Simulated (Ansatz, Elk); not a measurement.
**LuTlTeSe (model structure): optical spectrum from first principles**

Wanted: where LuTlTeSe (model structure) starts to absorb, how strongly, and its refractive index. The structure is a model built here, which may or may not match a known phase. It was built so: 1 of the 2 Te atoms of the cell replaced by Se in the R-3m structure of LuTlTe2. The cell is first relaxed with Ansatz.

Main program and level: Elk 11.2.3 (patched build); DFT, PBEsol, all-electron APW+lo, Dirac cores, scalar-relativistic bands, independent-particle optical response without local fields.

### 1. The starting structure

The structure is trigonal, space group R3m (No. 160). The conventional cell has a = 4.258 Å, b = 4.258 Å, c = 23.748 Å, α = 90.00°, β = 90.00°, γ = 120.00°. Tl has 3 Te at 3.37 Å and 3 Se at 3.37 Å nearest. Nearest to Lu lie 3 Se at 2.96 Å and 3 Te at 2.96 Å. Nearest to Te lie 3 Lu at 2.96 Å and 3 Tl at 3.37 Å. Nearest to Se lie 3 Lu at 2.96 Å and 3 Tl at 3.37 Å. 1 of the 2 Te atoms of the cell replaced by Se in the R-3m structure of LuTlTe2. Farther neighbours and most contacts between anions are not listed.

### 2. Relaxation

Spectra hang on bond lengths, so the cell is first brought to its minimum.

This step: DFT, PBEsol, plane-wave PAW, default files, scalar-relativistic, relaxation (Ansatz 0.2.0).

input.yaml reads:

```yaml
crystal:
  lattice:
    - [2.12920797, 1.2292988, 7.91600688]
    - [-2.12920797, 1.2292988, 7.91600688]
    - [0.0, -2.45859759, 7.91600688]
  atoms:
    - { symbol: Tl, position: [0.0, 0.0, 0.0] }
    - { symbol: Lu, position: [0.5, 0.5, 0.5] }
    - { symbol: Te, position: [0.76399679, 0.76399679, 0.76399679] }
    - { symbol: Se, position: [0.23600321, 0.23600321, 0.23600321] }
kpoints:
  mp_grid: { grid: [6, 6, 6] }
scf:
  occupations: { method: fermi_dirac, width: 0.05 }
hamiltonian:
  xc: pbesol
output:
  forces: true
  stress: true
relax:
  f_tol: 0.02
  max_steps: 50
  cell: {}
```

Started as:

```console
$ ansatz run input.yaml --threads 2 --pin off --max-ram 5120MiB --backend cpu --events-out ev --progress --plain --runs-dir out
```

Numbers of over 12 decimals in the logs are rounded to 6 here.

The log of the run:

```text
basis.fft_grid_basis auto: the FFT boxes are laid along the combinations [[1, 0, -1], [0, 1, -1], [0, 0, 1]] of the cell's own vectors, 4.258, 4.258 and 8.289 Å long. The dense box has 30×30×60 points. Along the cell's own vectors, as sized, it would have 60×60×60, 4.00 times as many. Of the 6 symmetry operations that the crystal satisfies within crystal.symmetry.tolerance (time reversal apart; of a slab, those that  [...]
Engine: ansatz 0.2.0, aarch64-unknown-linux-gnu
Pseudopotentials: kind: paw
Pseudopotential: Tl, paw, valence charge 13, recommended cutoff 420 eV (normal), Tl.paw.azcp
Pseudopotential: Lu, paw, valence charge 25, recommended cutoff 420 eV (normal), Lu.paw.azcp
Pseudopotential: Te, paw, valence charge 16, recommended cutoff 420 eV (normal), Te.paw.azcp
Pseudopotential: Se, paw, valence charge 16, recommended cutoff 420 eV (normal), Se.paw.azcp
Functional definition: PBEsol
  exchange = pbesol_x
  correlation = pbesol_c
Crystal: 4 atoms, lattice volume = 124.318 Å³
Basis set: ecut = 420 eV, 2439 PW (Γ), FFT grids on a1−a3, a2−a3, a3, exchange–correlation on 60×60×120 points (8 copies of the dense FFT grid, shifted against one another)
Bands: 42, of which v1, the nominal top of the filled ones, is band 35 counted from 1 (34 counted from 0)
Symmetry: 6 space group operations
Space group: R3m (ITA 160), of the structure as read, at distance tolerance 5.0e-5 Å
k-points: 32 of 216 (time reversal used)
Non-local potential: Tl, projectors of the file, l = 0: 2, l = 1: 2, l = 2: 2, l = 3: 1
Non-local potential: Lu, projectors of the file, l = 0: 3, l = 1: 2, l = 2: 2, l = 3: 3
Non-local potential: Te, projectors of the file, l = 0: 2, l = 1: 2, l = 2: 2, l = 3: 2
Non-local potential: Se, projectors of the file, l = 0: 2, l = 1: 2, l = 2: 3, l = 3: 1
PAW form: soft (Blöchl's): semilocal exchange-correlation on the pseudo side does not see the compensation charge
PAW frozen core: Tl, regenerated for the run's functional, and the local potential with it (the file was generated under x = pbe(κ = 0.804, μ = 0.219515), c = pbe(β = 0.066725))
PAW frozen core: Lu, regenerated for the run's functional, and the local potential with it (the file was generated under x = pbe(κ = 0.804, μ = 0.219515), c = pbe(β = 0.066725))
PAW frozen core: Te, regenerated for the run's functional, and the local potential with it (the file was generated under x = pbe(κ = 0.804, μ = 0.219515), c = pbe(β = 0.066725))
PAW frozen core: Se, regenerated for the run's functional, and the local potential with it (the file was generated under x = pbe(κ = 0.804, μ = 0.219515), c = pbe(β = 0.066725))
PAW one-centre angular grid: Tl, 590 points (default); XC on 64 Gauss nodes
PAW one-centre angular grid: Lu, 590 points (default); XC on 64 Gauss nodes
PAW one-centre angular grid: Te, 590 points (default); XC on 64 Gauss nodes
PAW one-centre angular grid: Se, 590 points (default); XC on 64 Gauss nodes
Initial density: superposition of atomic densities (neutral atoms: chi_scale 0, normalization atom), corrected by the library's trained network
Initial wavefunctions: pseudopotential atomic-orbital guess
Functional: x = pbesol(κ = 0.804, μ = 0.123457), c = pbesol(β = 0.046)
SCF iter   1: F=—  HF=-38237.168843 eV  |F-HF|=—  |Δ(HF+E_count)|=         —  Δρ=2.96e-3  dr2=2.42e-2  ethr=1.77e-3  ⟨swp⟩=7.4  Hψ=5733  notcnv=0  defer=1
preconditioner: auto → Resta (q_TF=auto, 2.479 Å⁻¹)  ε∞=6.1  [insulator: Δε(μ)=0.737 eV  Ē_g=9.546 eV  σ=0.050 eV  W_gap=1.00  n_scr=30 (ndim 8)  ℏωp=21.6 eV  f_vac=0.047  D(μ)=0.00/eV (n_scr^D=0)  ε∞_Penn≈6.1]
SCF iter   2: F=—  HF=-38237.158877 eV  |F-HF|=—  |Δ(HF+E_count)|=   9.97e-3  Δρ=1.42e-3  dr2=4.56e-3  ethr=3.46e-5  ⟨swp⟩=2.9  Hψ=3009  notcnv=0  defer=33
SCF iter   3: F=—  HF=-38237.158294 eV  |F-HF|=—  |Δ(HF+E_count)|=   5.83e-4  Δρ=1.01e-3  dr2=1.27e-3  ethr=6.52e-6  ⟨swp⟩=3.0  Hψ=2653  notcnv=0  defer=33
SCF iter   4: F=—  HF=-38237.157317 eV  |F-HF|=—  |Δ(HF+E_count)|=   9.76e-4  Δρ=4.28e-4  dr2=2.73e-4  ethr=1.81e-6  ⟨swp⟩=3.0  Hψ=2749  notcnv=0  defer=33
SCF iter   5: F=—  HF=-38237.157293 eV  |F-HF|=—  |Δ(HF+E_count)|=   2.42e-5  Δρ=1.30e-4  dr2=2.98e-5  ethr=3.89e-7  ⟨swp⟩=2.0  Hψ=2434  notcnv=0  defer=34
SCF iter   6: F=—  HF=-38237.157300 eV  |F-HF|=—  |Δ(HF+E_count)|=   6.38e-6  Δρ=4.13e-5  dr2=3.09e-6  ethr=4.26e-8  ⟨swp⟩=2.0  Hψ=2368  notcnv=0  defer=34
SCF iter   7: F=—  HF=-38237.157301 eV  |F-HF|=—  |Δ(HF+E_count)|=   1.25e-6  Δρ=1.47e-5  dr2=3.36e-7  ethr=4.42e-9  ⟨swp⟩=2.0  Hψ=2406  notcnv=0  defer=34
SCF iter   8: F=-38237.157301 eV  HF=-38237.157301 eV  |F-HF|=1.14e-8  |Δ(HF+E_count)|=   2.17e-7  Δρ=4.26e-6  dr2=3.87e-8  ethr=1.43e-10  ⟨swp⟩=6.1  Hψ=7051  notcnv=0
SCF 1 converged in 8 iterations: F = -38237.157301 eV  dr2 = 3.87e-8
  greatest PAW one-centre occupation: 1.000 electrons in one spin orbital (limit 2), on the Se atom at site 3 (counted from 0), in its partial waves of l = 2
relax step   1: F+E_penalty+E_count = -38237.15730108 eV  Δ(F+E_penalty+E_count) = +0.000e0 eV  max|allowed force component| = 1.454e0 eV/Å  Δτ_max = 0.0000 Å  P = -2.107 GPa  Ω = 124.318 Å³  (8 SCF iters, dr2 threshold 1.00e-7 eV, accepted)
Crystal: 4 atoms, lattice volume = 120.069 Å³
Basis set: ecut = 420 eV, 2313 PW (Γ), FFT grids on a1−a3, a2−a3, a3, exchange–correlation on 60×60×120 points (8 copies of the dense FFT grid, shifted against one another)
Initial density: handed on by an earlier stage of this run
Initial wavefunctions: those handed on with the density
iter 1 solved again at ethr=6.09e-4 eV; its pass at ethr=3.10e-3 eV (dr2=4.26e-1 eV) is discarded
SCF iter   1: F=—  HF=-38237.446419 eV  |F-HF|=—  |Δ(HF+E_count)|=         —  Δρ=2.10e-2  dr2=4.28e-1  ethr=6.09e-4  ⟨swp⟩=1.8  Hψ=8839  notcnv=0
preconditioner: auto → Resta (q_TF=auto, 2.494 Å⁻¹)  ε∞=6.1  [insulator: Δε(μ)=0.624 eV  Ē_g=9.726 eV  σ=0.050 eV  W_gap=0.99  n_scr=30 (ndim 8)  ℏωp=22.0 eV  f_vac=0.035  D(μ)=0.00/eV (n_scr^D=0)  ε∞_Penn≈6.1]
SCF iter   2: F=—  HF=-38237.321710 eV  |F-HF|=—  |Δ(HF+E_count)|=   1.25e-1  Δρ=6.55e-3  dr2=4.13e-2  ethr=6.09e-4  ⟨swp⟩=3.6  Hψ=2599  notcnv=0
SCF iter   3: F=—  HF=-38237.312084 eV  |F-HF|=—  |Δ(HF+E_count)|=   9.63e-3  Δρ=3.22e-3  dr2=5.93e-3  ethr=5.90e-5  ⟨swp⟩=3.3  Hψ=3101  notcnv=0  defer=38
SCF iter   4: F=—  HF=-38237.315485 eV  |F-HF|=—  |Δ(HF+E_count)|=   3.40e-3  Δρ=1.22e-3  dr2=1.54e-3  ethr=8.47e-6  ⟨swp⟩=3.0  Hψ=3861  notcnv=0  defer=38
SCF iter   5: F=—  HF=-38237.314402 eV  |F-HF|=—  |Δ(HF+E_count)|=   1.08e-3  Δρ=4.08e-4  dr2=2.34e-4  ethr=2.20e-6  ⟨swp⟩=3.0  Hψ=3281  notcnv=0  defer=38
[...]
SCF iter  10: F=-38237.314354 eV  HF=-38237.314354 eV  |F-HF|=1.52e-8  |Δ(HF+E_count)|=   3.49e-7  Δρ=5.59e-6  dr2=3.05e-8  ethr=3.01e-10  ⟨swp⟩=6.1  Hψ=6727  notcnv=0
SCF 2 converged in 10 iterations: F = -38237.314354 eV  dr2 = 3.05e-8
relax step   2: F+E_penalty+E_count = -38237.31435379 eV  Δ(F+E_penalty+E_count) = -1.571e-1 eV  max|allowed force component| = 6.169e-1 eV/Å  Δτ_max = 0.1963 Å  P = -0.814 GPa  Ω = 120.069 Å³  energy of the carried Pulay correction = +8.046e-4 eV  (10 SCF iters, dr2 threshold 4.00e-7 eV, accepted)
Crystal: 4 atoms, lattice volume = 118.651 Å³
Basis set: ecut = 420 eV, 2289 PW (Γ), FFT grids on a1−a3, a2−a3, a3, exchange–correlation on 60×60×120 points (8 copies of the dense FFT grid, shifted against one another)
iter 1 solved again at ethr=7.21e-5 eV; its pass at ethr=3.10e-3 eV (dr2=5.04e-2 eV) is discarded
SCF iter   1: F=—  HF=-38237.358740 eV  |F-HF|=—  |Δ(HF+E_count)|=         —  Δρ=6.32e-3  dr2=5.16e-2  ethr=7.21e-5  ⟨swp⟩=2.0  Hψ=8401  notcnv=0
preconditioner: auto → Resta (q_TF=auto, 2.499 Å⁻¹)  ε∞=6.2  [insulator: Δε(μ)=0.636 eV  Ē_g=9.678 eV  σ=0.050 eV  W_gap=0.99  n_scr=30 (ndim 8)  ℏωp=22.1 eV  f_vac=0.036  D(μ)=0.00/eV (n_scr^D=0)  ε∞_Penn≈6.2]
SCF iter   2: F=—  HF=-38237.345850 eV  |F-HF|=—  |Δ(HF+E_count)|=   1.29e-2  Δρ=1.89e-3  dr2=4.15e-3  ethr=7.21e-5  ⟨swp⟩=3.1  Hψ=2555  notcnv=0
SCF iter   3: F=—  HF=-38237.344979 eV  |F-HF|=—  |Δ(HF+E_count)|=   8.71e-4  Δρ=9.51e-4  dr2=3.36e-4  ethr=5.94e-6  ⟨swp⟩=3.0  Hψ=3140  notcnv=0
SCF iter   4: F=—  HF=-38237.345330 eV  |F-HF|=—  |Δ(HF+E_count)|=   3.52e-4  Δρ=3.18e-4  dr2=1.35e-4  ethr=4.80e-7  ⟨swp⟩=3.2  Hψ=3647  notcnv=0
SCF iter   5: F=—  HF=-38237.345242 eV  |F-HF|=—  |Δ(HF+E_count)|=   8.86e-5  Δρ=9.35e-5  dr2=1.13e-5  ethr=1.93e-7  ⟨swp⟩=3.0  Hψ=2775  notcnv=0
SCF iter   6: F=—  HF=-38237.345228 eV  |F-HF|=—  |Δ(HF+E_count)|=   1.34e-5  Δρ=6.31e-5  dr2=6.69e-6  ethr=1.61e-8  ⟨swp⟩=3.0  Hψ=3328  notcnv=0
SCF iter   7: F=—  HF=-38237.345229 eV  |F-HF|=—  |Δ(HF+E_count)|=   1.06e-6  Δρ=2.21e-5  dr2=1.27e-6  ethr=9.55e-9  ⟨swp⟩=2.0  Hψ=2464  notcnv=0
SCF iter   8: F=—  HF=-38237.345230 eV  |F-HF|=—  |Δ(HF+E_count)|=   3.56e-7  Δρ=9.88e-6  dr2=1.88e-7  ethr=5.71e-10  ⟨swp⟩=6.0  Hψ=6869  notcnv=0
SCF iter   9: F=-38237.345230 eV  HF=-38237.345230 eV  |F-HF|=2.19e-8  |Δ(HF+E_count)|=   8.82e-8  Δρ=2.76e-6  dr2=2.01e-8  ethr=2.69e-10  ⟨swp⟩=6.0  Hψ=6383  notcnv=0
SCF 3 converged in 9 iterations: F = -38237.345230 eV  dr2 = 2.01e-8
relax step   3: F+E_penalty+E_count = -38237.34522968 eV  Δ(F+E_penalty+E_count) = -3.088e-2 eV  max|allowed force component| = 3.467e-2 eV/Å  Δτ_max = 0.0545 Å  P = -0.405 GPa  Ω = 118.651 Å³  energy of the carried Pulay correction = +1.084e-3 eV  (9 SCF iters, dr2 threshold 4.00e-7 eV, accepted)
[...]
relax step   4: F+E_penalty+E_count = -38237.34671144 eV  Δ(F+E_penalty+E_count) = -1.482e-3 eV  max|allowed force component| = 1.061e-2 eV/Å  Δτ_max = 0.0061 Å  P = -0.242 GPa  Ω = 118.090 Å³  energy of the carried Pulay correction = +1.196e-3 eV  (6 SCF iters, dr2 threshold 4.00e-7 eV, accepted)
[...]
relax step   5: F+E_penalty+E_count = -38237.34761647 eV  Δ(F+E_penalty+E_count) = -9.050e-4 eV  max|allowed force component| = 8.212e-3 eV/Å  Δτ_max = 0.0027 Å  P = -0.004 GPa  Ω = 117.417 Å³  energy of the carried Pulay correction = +1.331e-3 eV  (6 SCF iters, dr2 threshold 2.42e-7 eV, accepted)
Initial wavefunctions: pseudopotential atomic-orbital guess (no wavefunctions were taken with the density)
iter 1 solved again at ethr=3.27e-8 eV; its pass at ethr=3.10e-3 eV (dr2=2.29e-5 eV) is discarded
SCF iter   1: F=—  HF=-38237.346387 eV  |F-HF|=—  |Δ(HF+E_count)|=         —  Δρ=6.22e-5  dr2=8.68e-7  ethr=3.27e-8  ⟨swp⟩=5.2  Hψ=12107  notcnv=0
preconditioner: auto → Resta (q_TF=auto, 2.503 Å⁻¹)  ε∞=6.3  [insulator: Δε(μ)=0.609 eV  Ē_g=9.688 eV  σ=0.050 eV  W_gap=0.99  n_scr=30 (ndim 8)  ℏωp=22.2 eV  f_vac=0.035  D(μ)=0.00/eV (n_scr^D=0)  ε∞_Penn≈6.3]
SCF iter   2: F=—  HF=-38237.346387 eV  |F-HF|=—  |Δ(HF+E_count)|=   4.85e-7  Δρ=3.67e-5  dr2=4.88e-7  ethr=1.24e-9  ⟨swp⟩=3.0  Hψ=2952  notcnv=0
SCF iter   3: F=—  HF=-38237.346387 eV  |F-HF|=—  |Δ(HF+E_count)|=   8.17e-8  Δρ=1.81e-5  dr2=9.01e-8  ethr=6.97e-10  ⟨swp⟩=3.0  Hψ=2868  notcnv=0
SCF iter   4: F=—  HF=-38237.346387 eV  |F-HF|=—  |Δ(HF+E_count)|=   3.59e-8  Δρ=5.79e-6  dr2=1.86e-8  ethr=1.29e-10  ⟨swp⟩=3.0  Hψ=2497  notcnv=0
SCF iter   5: F=—  HF=-38237.346387 eV  |F-HF|=—  |Δ(HF+E_count)|=   1.05e-8  Δρ=1.48e-6  dr2=3.55e-9  ethr=2.65e-11  ⟨swp⟩=2.4  Hψ=2485  notcnv=0
SCF iter   6: F=—  HF=-38237.346387 eV  |F-HF|=—  |Δ(HF+E_count)|=  7.20e-10  Δρ=5.03e-7  dr2=5.65e-10  ethr=5.08e-12  ⟨swp⟩=2.2  Hψ=2475  notcnv=0
SCF iter   7: F=—  HF=-38237.346387 eV  |F-HF|=—  |Δ(HF+E_count)|=  1.31e-10  Δρ=1.90e-7  dr2=7.68e-11  ethr=1.00e-12  ⟨swp⟩=2.2  Hψ=2473  notcnv=0
SCF iter   8: F=-38237.346387 eV  HF=-38237.346387 eV  |F-HF|=7.28e-12  |Δ(HF+E_count)|=  4.37e-11  Δρ=8.76e-8  dr2=1.59e-11  ethr=1.00e-12  ⟨swp⟩=6.2  Hψ=7093  notcnv=0
SCF 6 converged in 8 iterations: F = -38237.346387 eV  dr2 = 1.59e-11
relax step   6: F+E_penalty+E_count = -38237.34638697 eV  Δ(F+E_penalty+E_count) = +1.229e-3 eV  max|allowed force component| = 8.013e-3 eV/Å  Δτ_max = 0.0000 Å  P = -0.009 GPa  Ω = 117.417 Å³  stress off target by 2.84e-2 GPa  SCF on the basis re-selected at this cell (its energy is not comparable with the rows above)  (8 SCF iters)
basis re-selected at this cell: Δ(F+E_penalty+E_count) = +1.229e-3 eV, ΔP = -0.005 GPa vs the last step (what re-selecting the basis moved, of the pressure what is left beyond the Pulay correction that the steps carried, after the strain that the cell walked since its last selection, with what the two solves' SCF thresholds leave and, on support functions, any second-order correction that the steps lacked; it is no m [...]
SCF converged after 8 iterations
Free energy (F): -38237.346387 eV
Harris-Foulkes:  -38237.346387 eV  (|F-HF|=7.28e-12)
Internal energy: -38237.346336 eV  (E = F + TS)
E sigma→0 (E₀):  -38237.346362 eV
Entropy (-TS):   -0.000051 eV (-0.013 meV/atom)
Fermi energy:    10.557110 eV
--- Per-component energies (eV) ---
  E_band       = -689.230714
  E_kinetic    = 1051.748914
  E_local      = -13118.888868  (includes V_loc(G=0)·N_el)
  E_nonlocal   = 1.205085
  E_hartree    = 6032.031526
  E_xc         = -673.937926
  E_vxc        = -604.301333  (∫ρ·V_xc dr)
  E_paw        = -23723.402588  (= ΣΔE_a)
  E_vpaw       = -83.056650  (= ΣTr[D̂ρ^β])
  E_aug_tail   = -0.000735  (compensation charges beyond the density's cutoff)
  E_ewald      = -7808.715443
  E_core_change = 2.613698  (= ΣΔE_core)
  E_smearing   = -0.000051  (= −TS)
  E_closure    = -0.000000  (closes the sum)
  Σ components = -38237.346387   (vs F -38237.346387, Δ=0.00e0)
--- Forces (eV/Å), atoms counted from 1 ---
  atom   1  Tl     0.00000000    -0.00000000    -0.00631385
  atom   2  Lu     0.00000000    -0.00000000    -0.00247744
  atom   3  Te     0.00000000     0.00000000     0.00801289
  atom   4  Se     0.00000000     0.00000000     0.00077901
  max |Σ_I F_I| component: 5.98e-7 eV/Å
--- Stress (GPa, compression-positive) ---
       -0.028395       0.000000       0.000000
        0.000000      -0.028395       0.000000
        0.000000       0.000000       0.028323
  P = ⅓ Tr σ = -0.0095 GPa (-0.095 kbar)
--- Relaxed structure (5 steps of the walk, 5 accepted, 1 SCFs on fresh bases) ---
  F+E_penalty+E_count = -38237.34638697 eV   max|allowed force component| = 8.013e-3 eV/Å   (the final SCF, on the basis selected at the relaxed cell)
  cell:  # Å, volume = 117.4167 Å³
    - [2.081671, 1.201853, 7.821946]
    - [-2.081671, 1.201853, 7.821946]
    - [0, -2.403707, 7.821946]
  atoms:
    - { symbol: Tl, position: [-0.00227806, -0.00227806, -0.00227806] }
    - { symbol: Lu, position: [0.505809, 0.505809, 0.505809] }
    - { symbol: Te, position: [0.762273, 0.762273, 0.762273] }
    - { symbol: Se, position: [0.234196, 0.234196, 0.234196] }
```

Run time: 60 s. Hardware: 2 threads of Arm Neoverse V2, shared host; peak memory 0.49 GiB; 2 min of CPU time.

Step by step:

```tsv
step	energy less that of the first step (eV)	largest force component (eV/Å)	pressure (GPa)	volume (Å³)
1	0.0000	1.4541	-2.11	124.32
2	-0.1571	0.6169	-0.81	120.07
3	-0.1879	0.0347	-0.40	118.65
4	-0.1894	0.0106	-0.24	118.09
5	-0.1903	0.0082	0.00	117.42
6*	-0.1891	0.0080	-0.01	117.42
```

Relaxation steps marked * repeat the geometry before them on a plane-wave basis chosen anew for their cell, so energy and pressure can jump there.

Forces are held to the 6 operations that the run works with; a distortion that breaks them can't arise in this run.

```tsv
conventional cell, symmetrised	before	after	change
a (Å)	4.258	4.163	-2.2 %
b (Å)	4.258	4.163	-2.2 %
c (Å)	23.748	23.466	-1.2 %
volume (Å³/atom)	31.08	29.35	-5.6 %
```

The atoms that moved most (Å, as changes of fractional coordinates times the final cell):

```tsv
atom	dx	dy	dz	length
Lu2	0.000	0.000	0.136	0.136
Tl1	0.000	0.000	-0.053	0.053
Se4	0.000	0.000	-0.042	0.042
Te3	0.000	0.000	-0.040	0.040
```

The relaxed structure:

```xyz
4
Lattice="2.0817 1.2019 7.8219 -2.0817 1.2019 7.8219 0.0000 -2.4037 7.8219" Properties=species:S:1:pos:R:3 pbc="T T T"
Tl    0.0000    0.0000   -0.0535
Lu    0.0000    0.0000   11.8692
Te    0.0000    0.0000   17.8874
Se    0.0000    0.0000    5.4956
```

The relaxation ends with a largest force component of 0.0080 eV/Å and a pressure of -0.01 GPa.

[end of part 1 of 2]

[Machine, clock and banner lines and Python warnings are left out of the logs.]

[Logs are printed without paths, hosts, clocks, repeated set-up lines and the standing remarks that a program may print on its own settings, such as how far it seeks lower states.]

[Hosts, paths, dates, database ids (printed as entryN), source tags and the programs' standing remarks are cut or masked in the printed files.]
